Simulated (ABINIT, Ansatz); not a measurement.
# LuAs (Fm-3m): from the cell to the phonon bands, part 2 of 4

How does LuAs (Fm-3m) vibrate, and is this structure a minimum?

ABINIT 10.8.3; DFT PBEsol, scalar-relativistic, plane waves, PseudoDojo norm-conserving pseudopotentials.

So far. Step 3 (Relaxation): The volume changes by -3.6 % in this run and stands -3.6 % from the first cell. Step 4 (Self-consistent run for the response): The cell stands at -0.51 GPa: the relaxation ran with a smoothed and higher cutoff, and the difference is a stress of the finite basis. The relaxed cell has a = 5.608 Å (conventional setting).

### 5. Zone-centre response

At q = 0 one unit cell holds all displacements. The response is solved for single atoms along the cell's directions, and symmetry skips those that follow from others. The crystal is treated as a metal, which screens a static field, so no field response is asked.

Input file dfpt_gamma.abi:

```

# common to the responses
getwfk_filepath "gso_WFK"
kptopt 2
nqpt 1
qpt 0.0 0.0 0.0
asr 0
chneut 0

# displacements
rfphon 1
rfatpol 1 2
rfdir 1 1 1
tolvrs 1.0d-10
prtwf 0
prtpot 1

# basis, mesh and filling
ecut 46.0
ngkpt 8 8 8
nshiftk 1
shiftk 0.0 0.0 0.0
istwfk *1
occopt 7
tsmear 0.01
nband 29
nstep 100
diemac 1000000.0
prtebands 0
prtgsr 0

# cell and atoms
acell 3*1.0 Angstrom
rprim 
    0.0 2.8038044 2.8038044
    2.8038044 0.0 2.8038044
    2.8038044 2.8038044 0.0
ntypat 2
znucl 71 33
natom 2
typat 1 2
xred 
    0.5 0.5 0.5
    0.0 0.0 0.0
pp_dirpath "./pseudo"
pseudos "Lu.upf, As.upf"
```

Started as:

```sh
> OMP_NUM_THREADS=1 mpirun -n 16 abinit dfpt_gamma.abi > dfpt_gamma.log
```

Numbers of over 12 decimals in the logs are rounded to 6 here.

dfpt_gamma.abo, the main output file:

```text
[banners, grids, parts of the stress and lines that vanish by symmetry left out]
- input  file    -> dfpt_gamma.abi
- output file    -> dfpt_gamma.abo
- root for input  files -> dfpt_gammai
- root for output files -> dfpt_gammao

 Symmetries : space group Fm -3 m (#225); Bravais cF (face-center cubic)
================================================================================
 Values of the parameters that define the memory need of the present run (RF).
     intxc =       0      iscf =       7    lmnmax =       8     lnmax =       8
     mgfft =      48  mpssoang =       4    mqgrid =    3001     natom =       2
  nloc_mem =       1    nspden =       1   nspinor =       1    nsppol =       1
      nsym =      48    n1xccc =    2501    ntypat =       2    occopt =       7
   xclevel =       2
-    mband =          29        mffmem =           1         mkmem =          17
-   mkqmem =          17        mk1mem =          17           mpw =        4477
      nfft =      110592          nkpt =         260
- my_mband =          29
================================================================================
================================================================================

--------------------------------------------------------------------------------
------------- Echo of variables that govern the present computation ------------
--------------------------------------------------------------------------------
-
- outvars: echo of selected default values
-   iomode0 =  0 , fftalg0 =312 , wfoptalg0 =  0
-
- outvars: echo of global parameters not present in the input file
-  max_nthreads =    1
-
 -outvars: echo values of preprocessed input variables
 [... echo left out ...]
================================================================================

 chkinp: Checking input parameters for consistency.

[...]
== DATASET  1 ==================================================================
-   mpi_nproc: 16, omp_nthreads: 1 (-1 if OMP is not activated)

--- !DatasetInfo
iteration_state: {dtset: 1, }
dimensions: {natom: 2, nkpt: 260, mband: 29, nsppol: 1, nspinor: 1, nspden: 1, mpw: 4477, }
cutoff_energies: {ecut:  46.0, pawecutdg:  -1.0, }
electrons: {nelect:   4.00000000E+01, charge:   0.00000000E+00, occopt:   7.00000000E+00, tsmear:   1.00000000E-02, }
meta: {optdriver: 1, rfphon: 1, }
...

 mkfilename: getwfk from: gso_WFK

 Real(R)+Recip(G) space primitive vectors, cartesian coordinates (Bohr,Bohr^-1):
 R(1)=  0.0000000  5.2984224  5.2984224  G(1)= -0.0943677  0.0943677  0.0943677
 R(2)=  5.2984224  0.0000000  5.2984224  G(2)=  0.0943677 -0.0943677  0.0943677
 R(3)=  5.2984224  5.2984224  0.0000000  G(3)=  0.0943677  0.0943677 -0.0943677
 Unit cell volume ucvol=  2.9748819E+02 bohr^3
 Angles (23,13,12)=  6.00000000E+01  6.00000000E+01  6.00000000E+01 degrees
 setup1 : take into account q-point for computing boxcut.

 getcut: wavevector=  0.0000  0.0000  0.0000  ngfft=  48  48  48
         ecut(hartree)=     46.000   => boxcut(ratio)=   2.09815

--- Pseudopotential description ------------------------------------------------
- pspini: atom type   1  psp file is ./pseudo/Lu.upf

- pspini: atom type   2  psp file is ./pseudo/As.upf

   2.71997108E+03                                ecore*ucvol(ha*bohr**3)
--------------------------------------------------------------------------------

 ==>  initialize data related to q vector <==

 The list of irreducible perturbations for this q vector is:
    1)    idir= 1    ipert=   1
    2)    idir= 1    ipert=   2

[...]
The perturbation idir=   2  ipert=   1 is
 symmetric of a previously calculated perturbation.
 So, its SCF calculation is not needed.

 The perturbation idir=   3  ipert=   1 is
 symmetric of a previously calculated perturbation.
 So, its SCF calculation is not needed.

 The perturbation idir=   2  ipert=   2 is
 symmetric of a previously calculated perturbation.
 So, its SCF calculation is not needed.

 The perturbation idir=   3  ipert=   2 is
 symmetric of a previously calculated perturbation.
 So, its SCF calculation is not needed.

--------------------------------------------------------------------------------
 Perturbation wavevector (in red.coord.)   0.000000  0.000000  0.000000
 Perturbation : displacement of atom   1   along direction   1
 Found     4 symmetries that leave the perturbation invariant.

[...]
dfpt_looppert : total number of electrons, from k and k+q
  fully or partially occupied states are    4.000000E+01 and    4.000000E+01.
 Initialisation of the first-order wave-functions :
  ireadwf=   0

--- !BeginCycle
iteration_state: {dtset: 1, }
solver: {iscf: 7, nstep: 100, nline: 4, wfoptalg: 0, }
tolerances: {tolvrs: 1.00E-10, }
...

     iter   2DEtotal(Ha)        deltaE(Ha) residm    vres2
-ETOT  1   144.72823853147     -9.171E+04 1.721E+02 4.280E+04
 ETOT  2   187.77721556329      4.305E+01 4.674E+00 4.188E+05
 ETOT  3   15.935787649104     -1.718E+02 1.247E-01 2.677E+04
 ETOT  4   4.308365     -1.163E+01 8.663E-02 1.684E+03
 ETOT  5   3.512287     -7.961E-01 2.523E-03 1.049E+01
[...]
At SCF step   13       vres2   =  3.36E-11 < tolvrs=  1.00E-10 =>converged.
[...]
Mean square residual over all n,k,spin=   44.692E-12; max=  10.148E-08

 Thirteen components of 2nd-order total energy (hartree) are
 1,2,3: 0th-order hamiltonian combined with 1st-order wavefunctions
     kin0=   1.40090412E+05 eigvalue=  -1.27557094E+03  local=  -6.75828850E+04
 4,5,6: 1st-order hamiltonian combined with 1st and 0th-order wfs
 loc psp =  -2.34319032E+04  Hartree=   8.58442148E+03     xc=  -1.38036084E+03
 note that "loc psp" includes a xc core correction that could be resolved
 7,8,9: eventually, occupation + non-local contributions
    edocc=   4.44235592E+02     enl0=   1.29721618E+04   enl1=  -1.60272926E+05
 1-9 gives the relaxation energy (to be shifted if some occ is /=2.0)
   erelax=  -9.18524145E+04
 10,11,12 Non-relaxation  contributions : frozen-wavefunctions and Ewald
 fr.local=   1.15333113E+04 fr.nonlo=   8.01383678E+04  Ewald=   2.96464910E+02
 13,14 Frozen wf xc core corrections (1) and (2)
 frxc 1  =  -9.15770968E+02  frxc 2 =   8.03548509E+02
 Resulting in :
 2DEtotal=    0.3507057017E+01 Ha. Also 2DEtotal=    0.954318830711E+02 eV
    (2DErelax=   -9.1852414503E+04 Ha. 2DEnonrelax=    9.1855921560E+04 Ha)
    (  non-var. 2DEtotal :    3.5070627567E+00 Ha)

[...]
Perturbation wavevector (in red.coord.)   0.000000  0.000000  0.000000
 Perturbation : displacement of atom   2   along direction   1
 Found     4 symmetries that leave the perturbation invariant.

--------------------------------------------------------------------------------

--------------------------------------------------------------------------------

 dfpt_looppert : total number of electrons, from k and k+q
  fully or partially occupied states are    4.000000E+01 and    4.000000E+01.
 Initialisation of the first-order wave-functions :
  ireadwf=   0

--- !BeginCycle
iteration_state: {dtset: 1, }
solver: {iscf: 7, nstep: 100, nline: 4, wfoptalg: 0, }
tolerances: {tolvrs: 1.00E-10, }
...

     iter   2DEtotal(Ha)        deltaE(Ha) residm    vres2
-ETOT  1   14.171374191292     -5.484E+04 4.117E+01 3.234E+03
[...]
ETOT 11   3.509853     -2.619E-10 3.982E-08 1.229E-09
 ETOT 12   3.509853      2.619E-10 3.707E-08 2.207E-11

 At SCF step   12       vres2   =  2.21E-11 < tolvrs=  1.00E-10 =>converged.
[...]
Mean square residual over all n,k,spin=   22.362E-12; max=  37.070E-09

 Thirteen components of 2nd-order total energy (hartree) are
 1,2,3: 0th-order hamiltonian combined with 1st-order wavefunctions
     kin0=   5.62254459E+04 eigvalue=   5.28957080E+03  local=  -1.80637494E+04
 4,5,6: 1st-order hamiltonian combined with 1st and 0th-order wfs
 loc psp =  -8.94776995E+03  Hartree=   3.55253876E+03     xc=  -7.76834337E+02
 note that "loc psp" includes a xc core correction that could be resolved
 7,8,9: eventually, occupation + non-local contributions
    edocc=   3.40984846E+01     enl0=   8.59284657E+03   enl1=  -1.00760063E+05
 1-9 gives the relaxation energy (to be shifted if some occ is /=2.0)
   erelax=  -5.48539167E+04
 10,11,12 Non-relaxation  contributions : frozen-wavefunctions and Ewald
 fr.local=   4.13709414E+03 fr.nonlo=   5.03837527E+04  Ewald=   2.96464910E+02
 13,14 Frozen wf xc core corrections (1) and (2)
 frxc 1  =  -9.48059948E+02  frxc 2 =   9.88174701E+02
 Resulting in :
 2DEtotal=    0.3509853219E+01 Ha. Also 2DEtotal=    0.955079716047E+02 eV
    (2DErelax=   -5.4853916695E+04 Ha. 2DEnonrelax=    5.4857426548E+04 Ha)
    (  non-var. 2DEtotal :    3.5098530583E+00 Ha)

[...]
---- first-order wavefunction calculations are completed ----

 ==> Compute Derivative Database <==

 [... matrices left out ...]
  Phonon wavevector (reduced coordinates) :  0.00000  0.00000  0.00000
 Phonon energies in Hartree :
   7.503540E-06  7.503541E-06  7.503541E-06  8.083957E-04  8.083957E-04
   8.083957E-04
 Phonon frequencies in cm-1    :
-  1.646837E+00  1.646837E+00  1.646837E+00  1.774224E+02  1.774224E+02
-  1.774224E+02

== END DATASET(S) ==============================================================
================================================================================

 -outvars: echo values of variables after computation
            acell      1.8897261259E+00  1.8897261259E+00  1.8897261259E+00 Bohr
           etotal      3.5098532188E+00
            fcart      0.0000000000E+00  0.0000000000E+00  0.0000000000E+00
           strten      0.0000000000E+00  0.0000000000E+00  0.0000000000E+00
================================================================================
```

It took 71 s on 16 MPI ranks of Arm Neoverse V2, shared host.

Numbers from this step:

| Property | Result |
| --- | --- |
| largest acoustic frequency at the zone centre before the sum rule | 1.65 cm⁻¹ |
| highest optical zone-centre mode (no LO-TO term) | 177.4 cm⁻¹ |
| lowest optical zone-centre mode | 177.4 cm⁻¹ |

The acoustic modes at Γ come out as far as 1.6 cm⁻¹ from zero, where they should vanish, a small numerical error.

### 6. Phonons on a q mesh

Linear response treats each wavevector of the 2×2×2 mesh in the unit cell; the first-order potentials are kept for the electron-phonon matrix elements.

Input file dfpt_q.abi:

```
ndtset 2

# wavevectors
qpt1 0.5 0.0 0.0
qpt2 0.5 0.5 0.0

# displacements
getwfk_filepath "gso_WFK"
getwfq_filepath "gso_WFK"
kptopt 3
nqpt 1
rfphon 1
rfatpol 1 2
rfdir 1 1 1
tolvrs 1.0d-10
prtwf 0
prtpot 1

# basis, mesh and filling
ecut 46.0
ngkpt 8 8 8
nshiftk 1
shiftk 0.0 0.0 0.0
istwfk *1
occopt 7
tsmear 0.01
nband 29
nstep 100
diemac 1000000.0
prtebands 0
prtgsr 0

# cell and atoms
acell 3*1.0 Angstrom
rprim 
    0.0 2.8038044 2.8038044
    2.8038044 0.0 2.8038044
    2.8038044 2.8038044 0.0
ntypat 2
znucl 71 33
natom 2
typat 1 2
xred 
    0.5 0.5 0.5
    0.0 0.0 0.0
pp_dirpath "./pseudo"
pseudos "Lu.upf, As.upf"
```

Started as:

```sh
> OMP_NUM_THREADS=1 mpirun -n 16 abinit dfpt_q.abi > dfpt_q.log
```

dfpt_q.abo, the main output file:

```text
[banners, grids, parts of the stress and lines that vanish by symmetry left out]
- input  file    -> dfpt_q.abi
- output file    -> dfpt_q.abo
- root for input  files -> dfpt_qi
[...]
DATASET    1 : space group Fm -3 m (#225); Bravais cF (face-center cubic)
[...]
nfft =      110592          nkpt =         512
[...]
DATASET    2 : space group Fm -3 m (#225); Bravais cF (face-center cubic)
[...]
nfft =      110592          nkpt =         512
[...]
== DATASET  1 ==================================================================
[...]
cutoff_energies: {ecut:  46.0, pawecutdg:  -1.0, }
[...]
Perturbation : displacement of atom   1   along direction   1
[...]
-ETOT  1   147.46590505717     -9.263E+04 1.692E+02 6.031E+04
 ETOT  2   210.09418413030      6.263E+01 5.209E+00 8.017E+05
 ETOT  3   20.694362956118     -1.894E+02 1.047E-01 4.383E+04
 ETOT  4   8.481091     -1.221E+01 1.776E-02 4.843E+03
 ETOT  5   6.858155     -1.623E+00 2.199E-03 4.580E+02
[...]
At SCF step   18       vres2   =  1.89E-11 < tolvrs=  1.00E-10 =>converged.
[...]
Perturbation : displacement of atom   1   along direction   2
[...]
-ETOT  1   140.97391300809     -9.178E+04 1.700E+02 4.395E+04
[...]
At SCF step   16       vres2   =  1.25E-11 < tolvrs=  1.00E-10 =>converged.
[...]
Perturbation : displacement of atom   2   along direction   1
[...]
-ETOT  1   21.800445157190     -5.517E+04 4.154E+01 1.159E+05
[...]
At SCF step   14       vres2   =  3.27E-11 < tolvrs=  1.00E-10 =>converged.
[...]
Perturbation : displacement of atom   2   along direction   2
[...]
-ETOT  1   15.237032392157     -5.487E+04 4.132E+01 3.591E+03
[...]
At SCF step   13       vres2   =  8.91E-12 < tolvrs=  1.00E-10 =>converged.
[...]
Phonon wavevector (reduced coordinates) :  0.50000  0.00000  0.00000
 Phonon energies in Hartree :
[...]
Phonon frequencies in cm-1    :
-  9.723589E+01  9.723589E+01  1.488921E+02  1.693232E+02  1.693232E+02
-  1.998958E+02
[...]
== DATASET  2 ==================================================================
[...]
cutoff_energies: {ecut:  46.0, pawecutdg:  -1.0, }
[...]
Perturbation : displacement of atom   1   along direction   1
[...]
-ETOT  1   150.88688087671     -9.233E+04 1.675E+02 1.117E+05
[...]
At SCF step   17       vres2   =  1.04E-12 < tolvrs=  1.00E-10 =>converged.
[...]
Perturbation : displacement of atom   2   along direction   1
[...]
-ETOT  1   16.947136017851     -5.506E+04 4.158E+01 2.790E+04
[...]
ETOT 13   4.775809     -1.892E-10 1.842E-07 4.885E-09
 ETOT 14   4.775809     -5.093E-11 5.279E-08 8.507E-11
 At SCF step   14       vres2   =  8.51E-11 < tolvrs=  1.00E-10 =>converged.
[...]
Phonon wavevector (reduced coordinates) :  0.50000  0.50000  0.00000
 Phonon energies in Hartree :
[...]
Phonon frequencies in cm-1    :
-  7.286037E+01  7.286037E+01  8.825884E+01  1.773218E+02  1.773218E+02
-  1.980258E+02
[...]
strten1     0.0000000000E+00  0.0000000000E+00  0.0000000000E+00
           strten2     0.0000000000E+00  0.0000000000E+00  0.0000000000E+00
================================================================================
```

The job ended after 15 min (16 MPI ranks).

This step gave:

```yaml
lowest_mode_on_the_q_mesh_acoustic_ones_at_the_zone_centre_apart: 72.86 cm⁻¹
```

Frequencies (cm⁻¹) before the sum rule at the irreducible wavevectors but Γ, which is solved apart; negative means imaginary. Frequencies by wavevector:

```
q (fractions)  star  mode 1  mode 2  mode 3  mode 4  mode 5  mode 6
      0.5 0 0     4   97.24   97.24   148.9   169.3   169.3   199.9
    0.5 0.5 0     3   72.86   72.86   88.26   177.3   177.3     198
```

(Continued in part 3 of 4.)

[Host names and launcher messages were left out of these logs when they were recorded.]

[Logs are printed without paths, hosts, clocks, repeated set-up lines and the standing remarks that a program may print on its own settings, such as how far it seeks lower states.]

[Hosts, paths, dates, database ids (printed as entryN), source tags and the programs' standing remarks are cut or masked in the printed files.]
